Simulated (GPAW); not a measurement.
**Magnetic state of free-standing square Pd monolayer, spacing 2.603 A from several starts**

Does free-standing square Pd monolayer, spacing 2.603 A prefer parallel or opposed moments, or none?

Calculated with GPAW 26.7.0; PBE; plane waves with GPAW's PAW setups, scalar-relativistic.

This is a report of a sequence of runs, with most program output left out.

### 1. Set-up

The cell holds 1 atom: 1 Pd. Cell: a = 2.603 Å, b = 2.603 Å, c = 14.000 Å, α = 90.0°, β = 90.0°, γ = 90.0°. model lattice. Vacuum lies along c.

Structure file:

```
Pd
1.0
     2.60300    0.00000    0.00000
     0.00000    2.60300    0.00000
     0.00000    0.00000   14.00000
Pd
1
Direct
  0.00000 0.00000 0.50000
```

### 2. Run 1 (ferro +)

The parallel start comes first: it fits the smallest cell, keeps the most symmetry and shows whether parallel moments form.

File order1.py:

```python
import json
import numpy as np
from ase import Atoms
from ase.parallel import paropen, parprint
from gpaw import GPAW

atoms = Atoms(['Pd'],
    cell=[[2.603, 0.0, 0.0],
         [0.0, 2.603, 0.0],
         [0.0, 0.0, 14.0]],
    scaled_positions=[[0.0, 0.0, 0.5]],
    pbc=True,
    magmoms=[0.6])
atoms.calc = GPAW(mode={'name': 'pw', 'ecut': 550},
    xc='PBE',
    kpts={'size': (10, 10, 1), 'gamma': True},
    occupations={'name': 'fermi-dirac', 'width': 0.1},
    convergence={'density': 1e-05, 'energy': 1e-05},
    maxiter=200,
    symmetry={'tolerance': 1e-4},
    txt='order1.txt')
e = atoms.get_potential_energy(force_consistent=True)
res = {'free_energy': e, 'energy_sigma0': atoms.get_potential_energy(), 'fermi_energy': atoms.calc.get_fermi_level()}
res['moments'] = atoms.get_magnetic_moments().tolist()
res['total'] = atoms.get_magnetic_moment()
parprint('site moments (muB):', np.round(res['moments'], 3))
parprint(f"total moment: {res['total']:.3f} muB")
parprint(f'free energy: {e:.6f} eV')
atoms.calc.write('order1.gpw')
n = atoms.calc.get_pseudo_density()
up, down = (atoms.calc.get_pseudo_density(spin=i) for i in (0, 1))
np.savez('grids.npz', density=n, spin=up - down)
with paropen('results.json', 'w') as f:
    json.dump(res, f)
```

Launch:

```console
> OMP_NUM_THREADS=1 python3 order1.py > order1.log
```

Wall time 11 s (1 MPI rank of AMD EPYC 9R45, shared host); peak memory 0.2 GiB.

Read from the output:

```yaml
final_state: non-magnetic
```

After 17 cycles the seed has died away: no moment is left.

### 3. Run 2 (antiferro q=(1/2,1/2,0) +-)

Reversing part of the moments tests the sign of the couplings between them.

The cell is doubled to 2 atoms to hold this order. Its mesh is chosen so that both cells sample the same points.

order2.py is the script of step 2 with these lines changed:

```diff
@@ -6,12 +6,13 @@
 
-atoms = Atoms(['Pd'],
-    cell=[[2.603, 0.0, 0.0],
-         [0.0, 2.603, 0.0],
+atoms = Atoms(['Pd', 'Pd'],
+    cell=[[5.206, 0.0, 0.0],
+         [2.603, 2.603, 0.0],
          [0.0, 0.0, 14.0]],
-    scaled_positions=[[0.0, 0.0, 0.5]],
+    scaled_positions=[[0.0, 0.0, 0.5],
+         [0.5, 0.0, 0.5]],
     pbc=True,
-    magmoms=[0.6])
+    magmoms=[0.6, -0.6])
 atoms.calc = GPAW(mode={'name': 'pw', 'ecut': 550},
     xc='PBE',
-    kpts={'size': (10, 10, 1), 'gamma': True},
+    kpts={'size': (5, 10, 1), 'gamma': True},
     occupations={'name': 'fermi-dirac', 'width': 0.1},
@@ -20,3 +21,3 @@
     symmetry={'tolerance': 1e-4},
-    txt='order1.txt')
+    txt='order2.txt')
 e = atoms.get_potential_energy(force_consistent=True)
@@ -28,3 +29,3 @@
 parprint(f'free energy: {e:.6f} eV')
-atoms.calc.write('order1.gpw')
+atoms.calc.write('order2.gpw')
 n = atoms.calc.get_pseudo_density()
```

Launch:

```console
> OMP_NUM_THREADS=1 python3 order2.py > order2.log
```

Wall time 48 s (1 MPI rank); peak memory 0.4 GiB.

Read from the output:

```
final state : non-magnetic
```

It ends in the same state without moments as the first start; the 0.10 meV between them is numerical noise.

### 4. Start 3: no spin polarisation

This run holds no moments, which gives a state to set the others against.

File nospin.py:

```python
import json
import numpy as np
from ase import Atoms
from ase.parallel import paropen, parprint
from gpaw import GPAW

atoms = Atoms(['Pd'],
    cell=[[2.603, 0.0, 0.0],
         [0.0, 2.603, 0.0],
         [0.0, 0.0, 14.0]],
    scaled_positions=[[0.0, 0.0, 0.5]],
    pbc=True)
atoms.calc = GPAW(mode={'name': 'pw', 'ecut': 550},
    xc='PBE',
    kpts={'size': (10, 10, 1), 'gamma': True},
    occupations={'name': 'fermi-dirac', 'width': 0.1},
    convergence={'density': 1e-05, 'energy': 1e-05},
    maxiter=200,
    symmetry={'tolerance': 1e-4},
    txt='nospin.txt')
e = atoms.get_potential_energy(force_consistent=True)
res = {'free_energy': e, 'energy_sigma0': atoms.get_potential_energy(), 'fermi_energy': atoms.calc.get_fermi_level()}
parprint(f'free energy: {e:.6f} eV')
atoms.calc.write('nospin.gpw')
with paropen('results.json', 'w') as f:
    json.dump(res, f)
```

Launch:

```console
> OMP_NUM_THREADS=1 python3 nospin.py > nospin.log
```

Wall time 6 s (1 MPI rank); peak memory 0.17 GiB.

Read from the output:

- final state: non-magnetic (no spin polarisation)

It ends in the same state without moments as the first start; the 2.0e-6 meV between them is numerical noise.

### 5. Energies of the orders

These are free energies at a smearing of 0.1 eV, so its entropy term is in the differences. They are divided by the number of seeded atoms, so that cells of unlike size compare. Wavevectors q in the names are fractions of the reciprocal vectors of the first run's cell.

Orders:

| start | final state | typed order kept | energy over the lowest (meV a seeded atom) | largest site moment (μB) | net moment (μB a primitive cell) | mesh matched | CPU time (s) |
| --- | --- | --- | --- | --- | --- | --- | --- |
| ferro + | non-magnetic | no | 0.1038 | 0 | 0 | yes | 11.27 |
| antiferro q=(1/2,1/2,0) +- | non-magnetic | no | 0 | 0 | 0 | yes | 48.07 |
| no spin polarisation | non-magnetic | - | 0.1038 | 0 | 0 | yes | 5.88 |

### 6. Results

```
lowest state found  : non-magnetic (typed antiferro q=(1/2,1/2,0) +-)
largest site moment : 0 μB
```

What this shows: The lowest state carries no moment above 0.15 μB, and no start kept one. This is the lowest of 3 finished starts, no proof of the ground state.

[Logs and program files are shortened in this print: banners, set-up blocks, solver, clock and traceback lines can be left out without a mark of their own.]

[Logs are printed without paths, hosts, clocks, repeated set-up lines and the standing remarks that a program may print on its own settings, such as how far it seeks lower states.]

[Hosts, paths, dates, database ids (printed as entryN), source tags and the programs' standing remarks are cut or masked in the printed files.]

[Where a cell is said to come from a database of computed structures, the database is the Materials Project.]
